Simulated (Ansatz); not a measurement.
## GaN (P6_3mc): how G0W0 depends on its starting point

How much of the starting functional survives in the G0W0 gap of GaN (P6_3mc)?

Program: Ansatz 0.2.0. Level of theory: G0W0 on several functionals, plane waves, PAW. Results are calculated unless marked as measured.

The database entry behind the starting cell has ideal inner coordinates that were not refined, so it need not match the best structure at ambient conditions.

In doubt: masses and optical values from hybrid runs of this build are listed as unsure (step 4), which bears on the screening that GW takes from such a start.

## 1. Starting point

The structure is hexagonal, space group P6_3mc (No. 186). Conventional cell: a = 3.190 Å, b = 3.190 Å, c = 5.189 Å, α = 90.00°, β = 90.00°, γ = 120.00°. Nearest to Ga lie 4 N at 1.95 Å. N has 4 Ga at 1.95 Å nearest. Farther neighbours and most contacts between anions are not listed.

The cell and positions come from the Crystallography Open Database and are kept as given unless a step says otherwise. The default PAW set here is soft_1. Its files were made with PBE; for other functionals the partial waves and projectors stay those of PBE.

## 2. G0W0 on PBE

G0W0 replaces the xc potential by the self-energy, built once from these orbitals. Only a window of levels is corrected, while the sums run over the empty bands that the input names.

This step: G0W0 on PBE, plane waves, PAW.

File input.yaml:

```yaml
crystal:
  lattice:
    - [3.19, 0.0, 0.0]
    - [-1.595, 2.7626210381, 0.0]
    - [0.0, 0.0, 5.189]
  atoms:
    - { symbol: Ga, position: [0.6666666667, 0.3333333333, 0.0] }
    - { symbol: Ga, position: [0.3333333333, 0.6666666667, 0.5] }
    - { symbol: "N", position: [0.6666666667, 0.3333333333, 0.375] }
    - { symbol: "N", position: [0.3333333333, 0.6666666667, 0.875] }
kpoints:
  mp_grid: { grid: [6, 6, 4] }
hamiltonian:
  xc: pbe
  pseudopotentials: { kind: paw, azcp: { folder: "./paw" } }
scf:
  occupations: { method: fixed }
gw:
  n_empty_bands: 136
  ecut_chi: 120
  qp_bands: [v2, c2]
  qp_kpoints: band_edges
  screening: { model: contour_deformation }
```

Command:

```bash
ansatz run input.yaml --threads 3 --pin off --max-ram 92160MiB --backend cuda --events-out ev --progress --plain --runs-dir out --devices 1 --max-vram 13GiB
```

Numbers of over 12 decimals in the logs are rounded to 6 here.

Output:

```text
GPUs: using 1 of 1 available (devices: 1).
Engine: ansatz 0.2.0, x86_64-unknown-linux-gnu
Pseudopotentials: kind: paw
Pseudopotential: Ga, paw, valence charge 13, recommended cutoff 420 eV (normal), <dir>
Pseudopotential: N, paw, valence charge 5, recommended cutoff 420 eV (normal), <dir>
Functional definition: PBE
  parameter kappa = 0.804
  parameter beta = 0.066725
  exchange = pbe_x(kappa = kappa, mu = beta*pi^2/3)
  correlation = pbe_c(beta = beta)
device memory: the entry about to start is reckoned to put 0.6 GiB on a device that reports 73.6 GiB free (of which the cap on the GPU budget leaves the run 13.0 GiB)
GPU FFT provider: cuFFT
GPU libraries: cuBLAS 13.8.2, cuFFT 12.4.0, cuSOLVER 12.3.4
Crystal: 4 atoms, lattice volume = 45.729 Å³
Basis set: ecut = 420 eV, 917 PW (Γ)
Bands: 22, of which v1, the nominal top of the filled ones, is band 18 counted from 1 (17 counted from 0)
Symmetry: 12 space group operations
Space group: P63mc (ITA 186), of the structure as read, at distance tolerance 3.6e-5 Å
k-points: 21 of 144 (time reversal used)
Non-local potential: Ga, projectors of the file, l = 0: 2, l = 1: 2, l = 2: 3, l = 3: 1
Non-local potential: N, projectors of the file, l = 0: 2, l = 1: 2, l = 2: 1
PAW form: soft (Blöchl's): semilocal exchange-correlation on the pseudo side does not see the compensation charge
PAW one-centre angular grid: Ga, 590 points (default); XC on 64 Gauss nodes
PAW one-centre angular grid: N, 110 points (default); XC on 64 Gauss nodes
Initial density: superposition of atomic densities (chi_scale 0.1, normalization cell, long waves kept (reshape's long-wave potential 0.00 eV rms))
Initial wavefunctions: pseudopotential atomic-orbital guess
GPU buffer pool allocated for 20736 grid points (all kernels)
GPU transforms: local potential and band sums: pruned to the plane-wave sphere, on 24×24×36
Functional: x = pbe(κ = 0.804, μ = 0.219515), c = pbe(β = 0.066725)
SCF iter   1: F=—  HF=-8337.203660 eV  |F-HF|=—  |Δ(HF+E_count)|=         —  Δρ=1.13e-1  dr2=5.09e0  ethr=3.10e-3  ⟨swp⟩=4.0  Hψ=1676  notcnv=0  defer=6
preconditioner: auto → Resta (q_TF=auto, 2.622 Å⁻¹)  ε∞=4.8  [insulator: Δε(μ)=2.712 eV  Ē_g=16.854 eV  n_scr=22 (ndim 8)  ℏωp=32.9 eV  f_vac=0.000  ε∞_Penn≈4.8]
SCF iter   2: F=—  HF=-8335.919140 eV  |F-HF|=—  |Δ(HF+E_count)|=    1.28e0  Δρ=4.68e-2  dr2=5.39e-1  ethr=3.10e-3  ⟨swp⟩=2.0  Hψ=1077  notcnv=0  defer=17
SCF iter   3: F=—  HF=-8335.833719 eV  |F-HF|=—  |Δ(HF+E_count)|=   8.54e-2  Δρ=1.84e-2  dr2=1.11e-1  ethr=1.50e-3  ⟨swp⟩=2.0  Hψ=674  notcnv=0  defer=40
SCF iter   4: F=—  HF=-8335.820793 eV  |F-HF|=—  |Δ(HF+E_count)|=   1.29e-2  Δρ=3.22e-3  dr2=5.86e-3  ethr=3.10e-4  ⟨swp⟩=3.0  Hψ=881  notcnv=0  defer=40
SCF iter   5: F=—  HF=-8335.819480 eV  |F-HF|=—  |Δ(HF+E_count)|=   1.31e-3  Δρ=2.80e-3  dr2=2.13e-3  ethr=1.63e-5  ⟨swp⟩=2.0  Hψ=880  notcnv=0  defer=40
SCF iter   6: F=—  HF=-8335.820879 eV  |F-HF|=—  |Δ(HF+E_count)|=   1.40e-3  Δρ=7.59e-4  dr2=2.05e-4  ethr=5.91e-6  ⟨swp⟩=2.9  Hψ=884  notcnv=0  defer=40
SCF iter   7: F=—  HF=-8335.821055 eV  |F-HF|=—  |Δ(HF+E_count)|=   1.75e-4  Δρ=1.30e-4  dr2=8.75e-6  ethr=5.70e-7  ⟨swp⟩=2.0  Hψ=857  notcnv=0  defer=38
SCF iter   8: F=—  HF=-8335.821065 eV  |F-HF|=—  |Δ(HF+E_count)|=   1.04e-5  Δρ=1.82e-5  dr2=1.24e-7  ethr=2.43e-8  ⟨swp⟩=2.0  Hψ=840  notcnv=0
SCF iter   9: F=-8335.821065 eV  HF=-8335.821065 eV  |F-HF|=3.07e-9  |Δ(HF+E_count)|=   1.97e-7  Δρ=2.62e-6  dr2=3.38e-9  ethr=2.78e-10  ⟨swp⟩=4.1  Hψ=1511  notcnv=0
SCF 1 converged in 9 iterations: F = -8335.821065 eV  dr2 = 3.38e-9
  greatest PAW one-centre occupation: 0.995 electrons in one spin orbital (limit 2), on the Ga atom at site 0 (counted from 0), in its partial waves of l = 2
device memory: the entry about to start is reckoned to put 0.7 GiB on a device that reports 74.6 GiB free (of which the cap on the GPU budget leaves the run 13.0 GiB)
NSCF: frozen V_eff on 21 k-points, pencils in batches of 32, up to order 88
the band table was solved once the SCF had ended and its energy, with any forces and stress, was formed, with the checks that follow a solve (1961 applications of the Hamiltonian). They found nothing against the state; the energy, forces and stress were not computed again (output.eigenvalues in the input reference)
device memory: the entry about to start is reckoned to put 2.8 GiB on a device that reports 74.3 GiB free (of which the cap on the GPU budget leaves the run 13.0 GiB)
NSCF: frozen V_eff on 21 k-points
G₀W₀ screening: q 1/21
[... further progress lines ...]
SCF converged after 9 iterations
Free energy (F): -8335.821065 eV
Harris-Foulkes:  -8335.821065 eV  (|F-HF|=3.07e-9)
Internal energy: -8335.821065 eV  (E = F + TS)
E sigma→0 (E₀):  -8335.821065 eV
Fermi energy:    9.680356 eV
--- Per-component energies (eV) ---
  E_band       = -10.870753
  E_kinetic    = 481.924142
  E_local      = -2834.648956  (includes V_loc(G=0)·N_el)
  E_nonlocal   = -109.339116
  E_hartree    = 1792.821324
  E_xc         = -244.713228
  E_vxc        = -261.990450  (∫ρ·V_xc dr)
  E_paw        = -4249.358194  (= ΣΔE_a)
  E_vpaw       = -872.461541  (= ΣTr[D̂ρ^β])
  E_aug_tail   = 0.001510  (compensation charges beyond the density's cutoff)
  E_ewald      = -3172.508547
  E_smearing   = -0.000000  (= −TS)
  E_closure    = -0.000000  (closes the sum)
  Σ components = -8335.821065   (vs F -8335.821065, Δ=0.00e0)
--- Band table (eV; the first three rows and the last of 21) ---
  k-point 0: bands = [... 14 lower, 8.6362, 9.6161, 9.6804, 9.6804, 11.5708, 13.9224, 18.8640, 19.5628]
  k-point 1: bands = [... 14 lower, 8.7826, 8.7826, 9.5208, 9.5208, 12.7681, 14.0264, 18.4765, 19.2403]
  k-point 2: bands = [... 14 lower, 9.1450, 9.1450, 9.1450, 9.1450, 13.9058, 13.9058, 18.1603, 18.1603]
  k-point 20: bands = [... 14 lower, 5.5091, 5.5091, 8.1880, 8.1880, 16.0948, 16.0948, 16.9773, 16.9773]
--- G₀W₀: contour deformation, 6 samples at zero and on the imaginary axis and 2 off it, 144 q-points, 136 empty bands' worth ---
  eigenvalues of the whole cell's RPA ε∞ on this k-mesh (on a slab, of 1 + 4πα/V) = 5.9912, 6.0351, 6.0351; static W/v taken at q = 0 is 0.166036
  bands read: the sum over 154 bands ends inside a degenerate multiplet in 2 slots, whose members it reads at an even weight; the widest, k=2: bands 153 to 156 (counted from 1) at 2/4 each
  gw.qp_kpoints: band_edges: 15 of 21 stored k-points solved, in 1 pass; an edge of the gap read off the rows below is read off those points alone
    valence top: of the k-points left out ik 12 came nearest to being solved in a further pass, in band 18 (counted from 1, as in the quasiparticle table): it holds the edge there only if its correction is more favourable than any solved in that band by at least 0.924 eV; those differ by 0.309 eV
    conduction bottom: of the k-points left out ik 12 came nearest to being solved in a further pass, in band 19 (counted from 1, as in the quasiparticle table): it holds the edge there only if its correction is more favourable than any solved in that band by at least 2.651 eV; those differ by 0.570 eV
    ik  band        ε_KS         Σx   Σc(E_QP)       V_xc       Z   E_QP_lin       E_QP  E_QP is
     0    17      9.6804   -23.8574     3.1132   -20.2303  0.7706     9.1628     9.1665  root
     0    18      9.6804   -23.8574     3.1132   -20.2303  0.7706     9.1628     9.1665  root
     0    19     11.5708   -11.5392    -3.6230   -15.7696  0.8050    12.1822    12.1782  root
     0    20     13.9224   -10.1834    -4.3919   -15.2907  0.8105    14.6448    14.6379  root
     1    17      9.5208   -23.7219     3.1573   -20.0301  0.7702     8.9823     8.9863  root
     1    18      9.5208   -23.7219     3.1573   -20.0301  0.7702     8.9823     8.9863  root
     1    19     12.7681   -12.2078    -3.6156   -16.4935  0.7958    13.4437    13.4382  root
     1    20     14.0264   -10.1639    -4.4148   -15.3102  0.8074    14.7652    14.7578  root
     2    17      9.1450   -23.3824     3.2444   -19.5598  0.7692     8.5619     8.5668  root
     2    18      9.1450   -23.3824     3.2444   -19.5598  0.7692     8.5619     8.5668  root
     2    19     13.9058   -10.8618    -4.2680   -15.8898  0.7971    14.6741    14.6658  root
     2    20     13.9058   -10.8618    -4.2680   -15.8898  0.7971    14.6741    14.6658  root
     3    17      9.3300   -23.3912     3.1313   -19.7130  0.7703     8.7789     8.7832  root
     3    18      9.4436   -23.6151     3.1698   -19.9047  0.7700     8.8988     8.9030  root
     3    19     13.0969   -12.0173    -3.7264   -16.4422  0.7947    13.8014    13.7953  root
     3    20     15.1989   -10.4547    -4.6191   -15.9035  0.7996    16.0393    16.0286  root
     4    17      8.9650   -23.1214     3.2258   -19.2977  0.7692     8.3617     8.3671  root
     4    18      9.2329   -23.4182     3.2149   -19.6353  0.7695     8.6602     8.6649  root
     4    19     13.6732   -11.5240    -3.9775   -16.2315  0.7929    14.4104    14.4032  root
     4    20     15.2655   -10.4352    -4.6695   -15.9503  0.7954    16.1225    16.1111  root
     5    17      8.7527   -22.9767     3.3121   -19.0416  0.7680     8.1237     8.1297  root
     5    18      8.7527   -22.9767     3.3121   -19.0416  0.7680     8.1237     8.1297  root
     5    19     14.8083   -10.7581    -4.4818   -16.0483  0.7887    15.6272    15.6167  root
     5    20     14.8083   -10.7581    -4.4818   -16.0483  0.7887    15.6272    15.6167  root
[...]
18    17      6.6785   -21.3906     3.7055   -16.8760  0.7555     5.8554     5.8695  root
    18    18      6.9933   -21.7058     3.6880   -17.1947  0.7584     6.1563     6.1703  root
    18    19     14.8085    -7.4426    -4.1598   -11.8406  0.8205    15.0474    15.0467  root
    18    20     17.4614   -11.2866    -5.4572   -17.9138  0.7667    18.6647    18.6314  root
    20    17      8.1880   -22.2764     3.3903   -18.2403  0.7653     7.5354     7.5422  root
    20    18      8.1880   -22.2764     3.3903   -18.2403  0.7653     7.5354     7.5422  root
    20    19     16.0948    -9.5392    -4.7383   -14.9797  0.8052    16.8050    16.7970  root
    20    20     16.0948    -9.5392    -4.7383   -14.9797  0.8052    16.8050    16.7970  root
```

Run time: 19 s. Hardware: 1 × NVIDIA H100 80GB HBM3 (shared by 6 runs) with 3 threads of AMD EPYC 7R13 (Zen 3), shared host; peak memory 1.2 GiB; 13 s of CPU time.

This step gave:

```
bands summed                                 : 154
RPA ε∞ on this mesh (eigenvalues)            : 5.991, 6.035, 6.035
plane waves in the screening matrix          : 135
q-points in the mesh                         : 144
G0W0 gap on the mesh                         : 3.012 eV
k of the valence top                         : 0, 0, 0
k of the conduction bottom                   : 0, 0, 0
starting gap on the mesh                     : 1.890 eV
Z at the valence top                         : 0.7706
Z at the conduction bottom                   : 0.8050
least direct G0W0 gap on the computed points : 3.012 eV
```

The gap on the mesh goes from 1.89 eV to 3.01 eV, a correction of +1.12 eV. Between the two edge states, bare exchange in place of the xc potential would open the gap by 7.86 eV, and correlation takes back 6.74 eV.

## 3. G0W0 on LDA

The same correction from a different start measures what one shot leaves open.

This step: G0W0 on LDA, plane waves, PAW.

Edit input.yaml of step 2 so:

```diff
@@ -13,3 +13,3 @@
 hamiltonian:
-  xc: pbe
+  xc: lda
   pseudopotentials: { kind: paw, azcp: { folder: "./paw" } }
```

Output:

```text
Warning: <dir> the record states the generating functional pbe (its physics header spells it `PBE`), which answers neither for hamiltonian.xc's functional nor for the lda family's — results may be inconsistent (PPs are generated against a specific XC)
[...]
GPUs: using 1 of 1 available (devices: 1).
[...]
GPU FFT provider: cuFFT
GPU libraries: cuBLAS 13.8.2, cuFFT 12.4.0, cuSOLVER 12.3.4
Crystal: 4 atoms, lattice volume = 45.729 Å³
Basis set: ecut = 420 eV, 917 PW (Γ)
Bands: 22, of which v1, the nominal top of the filled ones, is band 18 counted from 1 (17 counted from 0)
[... 1 set-up line as in the run before ...]
[...]
k-points: 21 of 144 (time reversal used)
[...]
GPU buffer pool allocated for 20736 grid points (all kernels)
[...]
SCF iter   1: F=—  HF=-8165.379568 eV  |F-HF|=—  |Δ(HF+E_count)|=         —  Δρ=1.03e-1  dr2=4.19e0  ethr=3.10e-3  ⟨swp⟩=4.0  Hψ=1676  notcnv=0  defer=7
[...]
SCF iter   9: F=-8164.160836 eV  HF=-8164.160836 eV  |F-HF|=5.64e-11  |Δ(HF+E_count)|=   5.47e-8  Δρ=1.92e-6  dr2=1.31e-9  ethr=2.78e-10  ⟨swp⟩=3.5  Hψ=1370  notcnv=0
SCF 1 converged in 9 iterations: F = -8164.160836 eV  dr2 = 1.31e-9
[...]
NSCF: frozen V_eff on 21 k-points, pencils in batches of 32, up to order 88
[...]
NSCF: frozen V_eff on 21 k-points
G₀W₀ screening: q 1/21
[... further progress lines ...]
SCF converged after 9 iterations
Free energy (F): -8164.160836 eV
[...]
Internal energy: -8164.160836 eV  (E = F + TS)
E sigma→0 (E₀):  -8164.160836 eV
Fermi energy:    9.310067 eV
[...]
--- Band table (eV; the first three rows and the last of 21) ---
  k-point 0: bands = [... 14 lower, 8.2529, 9.2422, 9.3101, 9.3101, 11.2095, 13.4461, 18.3392, 19.0027]
  k-point 1: bands = [... 14 lower, 8.4009, 8.4009, 9.1481, 9.1481, 12.3810, 13.5583, 17.9532, 18.6784]
  k-point 2: bands = [... 14 lower, 8.7675, 8.7675, 8.7675, 8.7675, 13.4750, 13.4750, 17.6195, 17.6195]
  k-point 20: bands = [... 14 lower, 5.0805, 5.0805, 7.7989, 7.7989, 15.6069, 15.6069, 16.4635, 16.4635]
[...]
0    17      9.3101   -23.7949     3.0349   -20.4074  0.7698     8.9559     8.9575  root
     0    18      9.3101   -23.7949     3.0349   -20.4074  0.7698     8.9559     8.9575  root
     0    19     11.2095   -11.6490    -3.6936   -16.1434  0.8033    12.0178    12.0105  root
     0    20     13.4461   -10.3165    -4.4750   -15.8113  0.8095    14.4812    14.4659  root
     1    17      9.1481   -23.6581     3.0781   -20.2112  0.7695     8.7775     8.7793  root
     1    18      9.1481   -23.6581     3.0781   -20.2112  0.7695     8.7775     8.7793  root
     1    19     12.3810   -12.2582    -3.7059   -16.8321  0.7942    13.2585    13.2490  root
     1    20     13.5583   -10.2770    -4.5013   -15.8015  0.8065    14.5973    14.5816  root
[...]
20    17      7.7989   -22.2212     3.3088   -18.4614  0.7647     7.3449     7.3479  root
    20    18      7.7989   -22.2212     3.3088   -18.4614  0.7647     7.3449     7.3479  root
    20    19     15.6069    -9.6621    -4.8392   -15.5265  0.8042    16.6505    16.6322  root
    20    20     15.6069    -9.6621    -4.8392   -15.5265  0.8042    16.6505    16.6322  root
```

Run time: 26 s. Hardware: 1 × NVIDIA H100 80GB HBM3 (shared by 6 runs) with 3 threads; peak memory 1.2 GiB; 21 s of CPU time.

This step gave:

| Quantity | Value |
| --- | --- |
| bands summed | 154 |
| RPA ε∞ on this mesh (eigenvalues) | 6.068, 6.137, 6.137 |
| plane waves in the screening matrix | 135 |
| q-points in the mesh | 144 |
| G0W0 gap on the mesh | 3.053 eV |
| k of the valence top | 0, 0, 0 |
| k of the conduction bottom | 0, 0, 0 |
| starting gap on the mesh | 1.899 eV |
| Z at the valence top | 0.7698 |
| Z at the conduction bottom | 0.8033 |
| least direct G0W0 gap on the computed points | 3.053 eV |

Against the run with 6×6×4 mesh, 136 empty bands, screening to 120 eV on PBE, the gap moves by +0.04 eV.

## 4. G0W0 on HSE06

This step: G0W0 on HSE06, plane waves, PAW.

Edit input.yaml of step 3 so:

```diff
@@ -13,3 +13,3 @@
 hamiltonian:
-  xc: lda
+  xc: hse06
   pseudopotentials: { kind: paw, azcp: { folder: "./paw" } }
```

Output:

```text
GPUs: using 1 of 1 available (devices: 1).
[...]
davidson cushion auto → on  (no smearing: the cushion is to keep the highest requested band from converging to the state above it; pin scf.eigensolver.cushion to override)
[...]
GPU FFT provider: cuFFT
GPU libraries: cuBLAS 13.8.2, cuFFT 12.4.0, cuSOLVER 12.3.4
Crystal: 4 atoms, lattice volume = 45.729 Å³
Basis set: ecut = 420 eV, 917 PW (Γ)
[...]
1    19     13.1982   -11.3797    -3.6287   -15.5108  0.8265    13.7022    13.7006  root
     1    20     14.6270    -9.6798    -4.2136   -14.3555  0.8357    15.0906    15.0891  root
[...]
20    17      7.2509   -22.1520     3.0696   -18.9992  0.7976     7.1677     7.1678  root
    20    18      7.2509   -22.1520     3.0696   -18.9992  0.7976     7.1677     7.1678  root
    20    19     16.7269    -8.9567    -4.4516   -13.8117  0.8349    17.1316    17.1303  root
    20    20     16.7269    -8.9567    -4.4516   -13.8117  0.8349    17.1316    17.1303  root
[key lines of the parts left out:]
Free energy (F): -8336.815766 eV
Fermi energy:    8.847837 eV
```

Wall time 45 s (1 × NVIDIA H100 80GB HBM3 (shared by 6 runs) with 3 threads); peak memory 1.6 GiB.

This step gave:

```
bands summed                                 : 154
RPA ε∞ on this mesh (eigenvalues)            : 4.545, 4.545, 4.562
plane waves in the screening matrix          : 135
G0W0 gap on the mesh                         : 3.607 eV
k of the valence top                         : 0, 0, 0
k of the conduction bottom                   : 0, 0, 0
starting gap on the mesh                     : 3.149 eV
least direct G0W0 gap on the computed points : 3.607 eV
```

Against the run with 6×6×4 mesh, 136 empty bands, screening to 120 eV on LDA, the gap moves by +0.55 eV, while the start moved by +1.25 eV.

## 5. Side by side

All on the 6×6×4 mesh with 136 empty bands and screening to 120 eV. Times are wall times on 1 × NVIDIA H100 80GB HBM3 (shared by 6 runs) with 3 threads of AMD EPYC 7R13 (Zen 3), shared host, good to a factor of about two.

| start | starting gap (eV) | shift (eV) | G0W0 gap (eV) | RPA ε∞ (harmonic mean) | Z (valence, conduction) | time |
| --- | --- | --- | --- | --- | --- | --- |
| PBE | 1.89 | +1.12 | 3.01 | 6.02 | 0.77, 0.81 | 19 s |
| LDA | 1.90 | +1.15 | 3.05 | 6.11 | 0.77, 0.80 | 26 s |
| HSE06 | 3.15 | +0.46 | 3.61 | 4.55 | 0.80, 0.83 | 45 s |

How the two edges are built up, in eV (the quasiparticle level is the starting level plus Σx plus Σc less Vxc):

| run | edge | start | Σx | Σc | Vxc | Z | QP |
| --- | --- | --- | --- | --- | --- | --- | --- |
| PBE | valence top | 9.68 | -23.86 | 3.11 | -20.23 | 0.77 | 9.17 |
| PBE | conduction bottom | 11.57 | -11.54 | -3.62 | -15.77 | 0.81 | 12.18 |
| LDA | valence top | 9.31 | -23.79 | 3.03 | -20.41 | 0.77 | 8.96 |
| LDA | conduction bottom | 11.21 | -11.65 | -3.69 | -16.14 | 0.80 | 12.01 |
| HSE06 | valence top | 8.85 | -23.61 | 2.86 | -20.74 | 0.80 | 8.84 |
| HSE06 | conduction bottom | 12.00 | -10.90 | -3.60 | -14.96 | 0.83 | 12.45 |

For a hybrid start, Vxc holds its share of exact exchange.

## 6. What came out

| Property | Result |
| --- | --- |
| G0W0@PBE | 3.01 eV (start 1.89 eV) |
| G0W0@LDA | 3.05 eV (start 1.90 eV) |
| G0W0@HSE06 | 3.61 eV (start 3.15 eV) |
| known limits | not at the basis limit; no spin-orbit coupling |

What this shows: The starting gaps span 1.26 eV and the G0W0 gaps 0.60 eV. Between PBE and HSE06, 0.60 eV of the 1.26 eV survives, 47 %. HSE06 screens less than PBE (ε∞ 4.55 against 6.02). Of the 0.60 eV by which its G0W0 gap is higher, the correlation part gives +0.27 eV, and exchange with the one-particle terms, which follow the orbitals, +0.32 eV. The smallest correction, +0.46 eV, is on HSE06, the start nearest to reproducing itself. Bands and cutoff are finite, so the gap is not at the basis limit. The miss can reach some tenths of an eV and take either sign; the mesh is an error of its own. The many-body steps are scalar-relativistic: spin-orbit coupling is not in them.

[Paths, hosts, dates, memory and timing lines, banners, echoed tables and standing remarks are left out of the program output.]

[Logs are printed without paths, hosts, clocks, repeated set-up lines and the standing remarks that a program may print on its own settings, such as how far it seeks lower states.]

[Runs of the session that timed out or met a known fault of the program may be left out.]

[Cells called generated may have been cut or substituted from an entry of the Crystallography Open Database or the Materials Project.]

[Hosts, paths, dates, database ids (printed as entryN), source tags and the programs' standing remarks are cut or masked in the printed files.]
